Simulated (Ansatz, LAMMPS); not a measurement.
# Structural relaxation of Zn2+ PF6- in diethyl carbonate and dimethoxyethane, from a frame at 400 K (128 atoms)

Wanted: the relaxed structure of Zn2+ PF6- in diethyl carbonate and dimethoxyethane, from a frame at 400 K (128 atoms) and its electronic structure.

Calculated with Ansatz 0.2.0; Kohn-Sham DFT, PBE+D4, PAW (set soft_2), plane waves.

## Step 1: Set-up

The cell holds 128 atoms: 25 C, 13 O, 60 H, 4 P, 24 F and 2 Zn. Cell: a = 11.437 Å, b = 11.437 Å, c = 11.437 Å, α = 90.0°, β = 90.0°, γ = 90.0°. 1 diethyl carbonate, 5 dimethoxyethane, 2 Zn2+, 4 PF6- placed at random, at 1.42 g/cm³; overlaps pushed apart, then 10 ps at 550 K with stiff harmonic cages for PF6 and BF4 with UFF radii; divalent ions of Li, Roberts, Chakravorty and Merz (J. Chem. Theory Comput. 9, 2733 (2013)); MMFF94 bonds, angles, torsions, charges and radii (Halgren, J. Comput. Chem. 17, 490 (1996)) in harmonic and 12-6 forms; charges of ions scaled by 0.8. Snapshot after 30 ps at 400 K and fixed volume.

Before any run, some limits are plain. The network of contacts between molecules at the start is that of the classical potential that made the cell. Sampling is at Γ alone, for a cell whose shortest periodic width is 11 Å.

## Step 2: Making the structure

A classical potential makes the cell, at a small fraction of what the same run would cost in DFT.

This step: classical MD, stiff harmonic cages for PF6 and BF4 with UFF radii; divalent ions of Li, Roberts, Chakravorty and Merz (J. Chem. Theory Comput. 9, 2733 (2013)); MMFF94 bonds, angles, torsions, charges and radii (Halgren, J. Comput. Chem. 17, 490 (1996)) in harmonic and 12-6 forms; charges of ions scaled by 0.8 (LAMMPS 22 Jul 2025 - Update 4).

in.lmp reads:

```
# Zn2+ PF6- in diethyl carbonate and dimethoxyethane
units real
atom_style full
boundary p p p
bond_style harmonic
angle_style harmonic
dihedral_style opls
improper_style harmonic
special_bonds lj 0 0 0.5 coul 0 0 0.75
read_data data.lmp
neigh_modify delay 0 every 1 check yes one 4000
comm_modify cutoff 12.0
timestep 0.5
thermo_style custom step time temp pe press density
thermo_modify norm yes
# push overlapping molecules apart
pair_style soft 2.6
pair_coeff * * 0.0
variable a equal ramp(1,60)
fix ad all adapt 1 pair soft a * * v_a
velocity all create 550 744693 mom yes dist gaussian
fix lim all nve/limit 0.03
fix lan all langevin 550 550 50 744694 zero yes
thermo 1000
run 3000 post no
unfix ad
pair_style lj/cut/coul/long 9.0
pair_modify mix arithmetic tail yes
pair_coeff 1 1 0.0678 3.3680   # C
pair_coeff 2 2 0.0763 3.0430   # O
pair_coeff 3 3 0.0678 3.4070   # C
pair_coeff 4 4 0.0763 2.9870   # O
pair_coeff 5 5 0.0216 2.5400   # H
pair_coeff 6 6 0.3050 3.6946   # P
# [... 20 lines left out ...]
compute msd all msd com yes
thermo 7500
fix md all nvt temp 400 400 100
run 30000 post no
print "== T400: mean square displacement over the hold $(c_msd[4]:%.2f) A^2"
unfix md
uncompute msd
write_dump all custom T400.dump id type xs ys zs modify sort id
```

The run is started by

```
$ lmp -in in.lmp -log none -nocite
```

Numbers of over 12 decimals in the logs are rounded to 6 here.

Output:

```text
LAMMPS (22 Jul 2025 - Update 4)
Reading data file ...
  orthogonal box = (0 0 0) to (11.43715 11.43715 11.43715)
  128 atoms
  orthogonal box = (0 0 0) to (11.43715 11.43715 11.43715)
  164 bonds
  159 angles
  133 dihedrals
  1 impropers
WARNING: Bond/angle/dihedral extent > half of periodic box length
   Step          Time           Temp          PotEng         Press         Density
         0   0              550            0.4935491      2339.0012      1.4199988
      1000   500            447.5941       1.9352428      16541.063      1.4199988
      2000   1000           475.59922      1.8751112      16046.375      1.4199988
      3000   1500           485.79244      1.9235557      25626.951      1.4199988
WARNING: Bond/angle/dihedral extent > half of periodic box length
Loop time of 0.207928 s on 1 MPI rank(s) for 3000 steps with 128 atoms
PPPM initialization ...
  G vector (1/distance) = 0.28443584
  grid = 6 6 6
[... 31 lines left out ...]
Loop time of 3.82113 s on 1 MPI rank(s) for 10000 steps with 128 atoms
WARNING: Bond/angle/dihedral extent > half of periodic box length
   Step          Time           Temp          PotEng         Press         Density
[... 4 lines left out ...]
WARNING: Bond/angle/dihedral extent > half of periodic box length
Loop time of 1.89863 s on 1 MPI rank(s) for 5000 steps with 128 atoms
WARNING: Bond/angle/dihedral extent > half of periodic box length
   Step          Time           Temp          PotEng         Press         Density
[... 2 lines left out ...]
     30000   29000          430.06123     -4.490681       5496.7267      1.4199988
     37500   36500          417.67391     -4.6237271      992.75668      1.4199988
     45000   44000          377.57366     -4.8550169      361.41631      1.4199988
     47000   46000          386.9461      -4.7818357      2331.9021      1.4199988
WARNING: Bond/angle/dihedral extent > half of periodic box length
Loop time of 11.3283 s on 1 MPI rank(s) for 30000 steps with 128 atoms
== T400: mean square displacement over the hold 16.28 A^2
```

The job ended after 18 s (1 thread of Arm Neoverse V2, shared host; peak memory 0.12 GiB).

The input also reads data.lmp (atoms, bonds and types; not printed here).

## Step 3: Single point at the start

A single point comes first, to see the forces before anything moves.

input.yaml reads:

```yaml
crystal:
  lattice:
    - [11.43715, 0.0, 0.0]
    - [0.0, 11.43715, 0.0]
    - [0.0, 0.0, 11.43715]
  atoms:
    - { symbol: C, position: [0.72412, 0.85278, 0.77759] }
    - { symbol: C, position: [0.63972, 0.80322, 0.69312] }
    - { symbol: O, position: [0.70943, 0.71846, 0.62713] }
    - { symbol: C, position: [0.64289, 0.63922, 0.56412] }
    - { symbol: O, position: [0.69422, 0.56264, 0.50689] }
    - { symbol: O, position: [0.52776, 0.67249, 0.5466] }
    - { symbol: C, position: [0.47165, 0.61853, 0.45386] }
    - { symbol: C, position: [0.52385, 0.66836, 0.3409] }
    - { symbol: H, position: [0.81858, 0.86969, 0.74706] }
    - { symbol: H, position: [0.68324, 0.93446, 0.8028] }
    - { symbol: H, position: [0.72699, 0.80793, 0.86178] }
    - { symbol: H, position: [0.60871, 0.87179, 0.62992] }
    - { symbol: H, position: [0.5701, 0.76155, 0.74177] }
    - { symbol: H, position: [0.37083, 0.61271, 0.45321] }
    - { symbol: H, position: [0.50322, 0.52756, 0.45237] }
    - { symbol: H, position: [0.61622, 0.64833, 0.33056] }
    - { symbol: H, position: [0.49203, 0.61179, 0.26892] }
    - { symbol: H, position: [0.4988, 0.75573, 0.31419] }
    - { symbol: C, position: [0.59957, 0.2663, 0.51126] }
    - { symbol: O, position: [0.68335, 0.33254, 0.4377] }
    - { symbol: C, position: [0.66133, 0.30097, 0.32035] }
    - { symbol: C, position: [0.71428, 0.39817, 0.25045] }
    - { symbol: O, position: [0.80099, 0.46063, 0.31327] }
    - { symbol: C, position: [0.87719, 0.52321, 0.23314] }
    - { symbol: H, position: [0.55479, 0.20272, 0.45424] }
    - { symbol: H, position: [0.53786, 0.3276, 0.55939] }
    - { symbol: H, position: [0.64187, 0.21606, 0.58207] }
    - { symbol: H, position: [0.56677, 0.2962, 0.30034] }
    - { symbol: H, position: [0.69588, 0.21682, 0.30342] }
    - { symbol: H, position: [0.64312, 0.45709, 0.22319] }
    - { symbol: H, position: [0.75539, 0.35992, 0.17145] }
    - { symbol: H, position: [0.92364, 0.59153, 0.27575] }
    [... 90 atom lines left out ...]
    - { symbol: F, position: [0.71158, 0.31487, 0.93475] }
    - { symbol: F, position: [0.76276, 0.22975, 0.75197] }
    - { symbol: F, position: [0.86409, 0.38096, 0.82151] }
    - { symbol: F, position: [0.74318, 0.40941, 0.67461] }
    - { symbol: Zn, position: [0.22199, 0.93421, 0.97449] }
    - { symbol: Zn, position: [0.80062, 0.44579, 0.4894] }
kpoints:
  mp_grid: { grid: [1, 1, 1] }
hamiltonian:
  xc: pbe
  dispersion: d4
scf:
  occupations: { method: fixed }
output:
  forces: true
  stress: true
  populations: true
  dos:
    method: { smearing: { sigma: 0.1 } }
    de: 0.1
    projected: { site_lists: { C: [C], F: [F], H: [H], O: [O], P: [P] } }
  eigenvalues: true
```

The run is started by

```
$ ansatz run input.yaml --threads 4 --pin off --max-ram 8192MiB --backend cpu --events-out ev --progress --plain --runs-dir out
```

Output:

```text
Engine: ansatz 0.2.0, aarch64-unknown-linux-gnu
Pseudopotentials: kind: paw
Pseudopotential: C, paw, valence charge 4, recommended cutoff 420 eV (normal), C.paw.azcp
Pseudopotential: O, paw, valence charge 6, recommended cutoff 420 eV (normal), O.paw.azcp
Pseudopotential: H, paw, valence charge 1, recommended cutoff 420 eV (normal), H.paw.azcp
Pseudopotential: P, paw, valence charge 5, recommended cutoff 420 eV (normal), P.paw.azcp
Pseudopotential: F, paw, valence charge 7, recommended cutoff 420 eV (normal), F.paw.azcp
Pseudopotential: Zn, paw, valence charge 12, recommended cutoff 420 eV (normal), Zn.paw.azcp
[... 5 lines on functional and potentials left out ...]
Crystal: 128 atoms, lattice volume = 1496.075 Å³
Basis set: ecut = 420 eV, 29279 PW (Γ), exchange–correlation on 160×160×160 points (8 copies of the dense FFT grid, shifted against one another)
Bands: 353, of which v1, the nominal top of the filled ones, is band 225 counted from 1 (224 counted from 0)
Symmetry: 1 space group operations
Space group: P1 (ITA 1), of the structure as read, at distance tolerance 1.1e-4 Å
k-points: 1
[... 13 lines on functional and potentials left out ...]
Initial density: superposition of atomic densities (neutral atoms: chi_scale 0, normalization atom), corrected by the library's trained network
Initial wavefunctions: pseudopotential atomic-orbital guess
Functional: x = pbe(κ = 0.804, μ = 0.219515), c = pbe(β = 0.066725)
SCF iter   1: F=—  HF=-43672.659062 eV  |F-HF|=—  |Δ(HF+E_count)|=         —  Δρ=5.13e-3  dr2=6.28e-1  ethr=1.77e-3  ⟨swp⟩=5.0  Hψ=1364  notcnv=0  defer=125
preconditioner: auto → Resta (q_TF=auto, 2.233 Å⁻¹)  ε∞=2.4  [insulator: Δε(μ)=3.783 eV  Ē_g=17.280 eV  n_scr=256 (ndim 8)  ℏωp=20.3 eV  f_vac=0.347  ε∞_Penn≈2.4]
SCF iter   2: F=—  HF=-43672.509072 eV  |F-HF|=—  |Δ(HF+E_count)|=   1.50e-1  Δρ=2.59e-3  dr2=1.54e-1  ethr=1.40e-4  ⟨swp⟩=3.0  Hψ=445  notcnv=0  defer=126
SCF iter   3: F=—  HF=-43672.475679 eV  |F-HF|=—  |Δ(HF+E_count)|=   3.34e-2  Δρ=1.43e-3  dr2=3.80e-2  ethr=3.43e-5  ⟨swp⟩=3.0  Hψ=422  notcnv=0  defer=126
SCF iter   4: F=—  HF=-43672.465310 eV  |F-HF|=—  |Δ(HF+E_count)|=   1.04e-2  Δρ=5.75e-4  dr2=5.50e-3  ethr=8.44e-6  ⟨swp⟩=3.0  Hψ=442  notcnv=0  defer=126
SCF iter   5: F=—  HF=-43672.463919 eV  |F-HF|=—  |Δ(HF+E_count)|=   1.39e-3  Δρ=2.48e-4  dr2=8.76e-4  ethr=1.22e-6  ⟨swp⟩=3.0  Hψ=625  notcnv=0  defer=126
SCF iter   6: F=—  HF=-43672.463733 eV  |F-HF|=—  |Δ(HF+E_count)|=   1.87e-4  Δρ=1.08e-4  dr2=1.43e-4  ethr=1.95e-7  ⟨swp⟩=3.0  Hψ=456  notcnv=0  defer=126
SCF iter   7: F=—  HF=-43672.463722 eV  |F-HF|=—  |Δ(HF+E_count)|=   1.07e-5  Δρ=3.00e-5  dr2=1.46e-5  ethr=3.18e-8  ⟨swp⟩=3.0  Hψ=467  notcnv=0  defer=126
SCF iter   8: F=—  HF=-43672.463728 eV  |F-HF|=—  |Δ(HF+E_count)|=   6.39e-6  Δρ=1.45e-5  dr2=2.70e-6  ethr=3.25e-9  ⟨swp⟩=3.0  Hψ=602  notcnv=0  defer=125
SCF iter   9: F=—  HF=-43672.463728 eV  |F-HF|=—  |Δ(HF+E_count)|=   4.42e-8  Δρ=6.44e-6  dr2=5.22e-7  ethr=6.00e-10  ⟨swp⟩=3.0  Hψ=492  notcnv=0  defer=126
SCF iter  10: F=-43672.463728 eV  HF=-43672.463728 eV  |F-HF|=2.13e-8  |Δ(HF+E_count)|=   6.43e-8  Δρ=2.00e-6  dr2=6.09e-8  ethr=2.22e-11  ⟨swp⟩=20.0  Hψ=3104  notcnv=0
SCF 1 converged in 10 iterations: F = -43672.463728 eV  dr2 = 6.09e-8
  greatest PAW one-centre occupation: 0.994 electrons in one spin orbital (limit 2), on the Zn atom at site 126 (counted from 0), in its partial waves of l = 2
SCF converged after 10 iterations
Free energy (F): -43672.463728 eV
Harris-Foulkes:  -43672.463728 eV  (|F-HF|=2.13e-8)
Internal energy: -43672.463728 eV  (E = F + TS)
E sigma→0 (E₀):  -43672.463728 eV
Fermi energy:    -0.704629 eV
--- Per-component energies (eV) ---
  E_band       = -4022.882831
  E_kinetic    = 10990.016018
  E_local      = -56623.846248  (includes V_loc(G=0)·N_el)
  E_nonlocal   = 4532.768031
  E_hartree    = 23209.990686
  E_xc         = -5141.642860
  E_vxc        = -6218.154746  (∫ρ·V_xc dr)
  E_paw        = -15343.428483  (= ΣΔE_a)
  E_vpaw       = -3123.649205  (= ΣTr[D̂ρ^β])
  E_aug_tail   = -0.001395  (compensation charges beyond the density's cutoff)
  E_ewald      = -5289.918277
  E_disp       = -6.401200  (pairwise vdW)
  E_smearing   = -0.000000  (= −TS)
  E_closure    = -0.000000  (closes the sum)
  Σ components = -43672.463728   (vs F -43672.463728, Δ=0.00e0)
--- Forces (eV/Å), atoms counted from 1 ---
  atom   1  C      1.30775683     1.22767252     0.91754580
  atom   2  C      1.03217126     0.55847000    -0.98761456
  atom   3  O     -2.42163098    -2.28001207    -0.77313707
  atom   4  C      0.20959385     2.26866398    -1.05092537
  atom   5  O     -2.65848974     2.15278033     1.07516134
  atom   6  O      2.45537641     0.44614062     2.84683164
  atom   7  C     -0.40855831    -1.85655939    -2.74150649
  atom   8  C     -1.21150568    -1.37737618    -1.28718798
  atom   9  H     -1.60623148    -0.21886207     0.12565998
  atom  10  H      0.29025556     0.90048537     0.13995392
  atom  11  H      0.21690949    -0.63591964    -0.02835246
  atom  12  H     -0.03144329    -0.76242872     0.49590453
  atom  13  H     -0.59608521    -0.24864516    -0.28818356
  atom  14  H      1.76311613     0.76933408     0.73225084
[...]
atom 127  Zn     0.58550224    -0.15286920    -1.22828993
  atom 128  Zn    -1.46451402    -0.71585059    -0.19689995
  max |Σ_I F_I| component: 6.99e-5 eV/Å
--- Stress (GPa, compression-positive) ---
        3.222338      -1.379391       0.688393
       -1.379390       3.768036       0.094109
        0.688393       0.094109       4.738304
  P = ⅓ Tr σ = 3.9096 GPa (39.096 kbar)
--- Band table (eV) ---
  k-point 0: bands = ["-26.7955", "-26.2291", "-26.1135", "-26.1019", [... 337 levels ...], "11.1677", "11.2107", "11.2305", "11.2563", "11.2775", "11.2966", "11.3268", "11.3907", "11.4550", "11.4845", "11.5232", "11.5559"]
--- Löwdin populations: 128 sites ---
  site symbol       q [e]
     0      C      4.4488
     1      C      4.0403
     2      O      6.2558
[...]
127     Zn     10.4329
  spilling = 0.012112 (of n_electrons = 450.000000)
```

Run time: 20 s. Hardware: 4 threads of Arm Neoverse V2, shared host; peak memory 1.9 GiB.

Read from the output:

```yaml
free_energy: -43672.4637 eV
free_energy_per_atom: -341.1911 eV/atom
scf_cycles: 10
pressure: 3.91 GPa
r_m_s_force_component: 1.132 eV/Å
longest_force: 5.196 eV/Å
fermi_energy: -0.7046 eV
spacing_of_highest_filled_and_lowest_empty_level: 4.072 eV
spilling_of_the_projection: 0.01211
```

The r.m.s. force component of 1.1 eV/Å and the pressure of 3.9 GPa set the starting point.

Neighbours are counted within 1.34 Å (H-C), 1.85 Å (C-C), 1.73 Å (C-O), 2.00 Å (F-P), 2.12 Å (F-Zn), 2.43 Å (O-Zn).

Length of the force by element and coordination:

```tsv
element	coordination	atoms	mean length of the force (eV/Å)	spread	least	most
C	all	25	2.31	0.930	0.828	4.37
C	3	1	2.51	0	2.51	2.51
C	4	24	2.30	0.948	0.828	4.37
F	all	24	1.68	0.772	0.425	3.99
F	1	23	1.72	0.765	0.425	3.99
F	2	1	0.783	0	0.783	0.783
H	all	60	1.09	0.656	0.281	3.65
O	all	13	2.89	0.787	1.55	4.02
O	2	4	3.16	0.770	1.84	3.79
O	3	9	2.77	0.765	1.55	4.02
P	all	4	2.67	1.48	1.49	5.20
Zn	all	2	1.51	0.136	1.37	1.64
Zn	5	1	1.64	0	1.64	1.64
Zn	6	1	1.37	0	1.37	1.37
```

[end of part 1 of 3]

[Logs are printed without paths, hosts, clocks, repeated set-up lines and the standing remarks that a program may print on its own settings, such as how far it seeks lower states.]

[Hosts, paths, dates, database ids (printed as entryN), source tags and the programs' standing remarks are cut or masked in the printed files.]

[The MMFF94 radii named for the starting cell were scaled by 0.96; in molecules described by MMFF94, hydrogen bound to N, O or S took a small fixed 12-6 site in their place.]
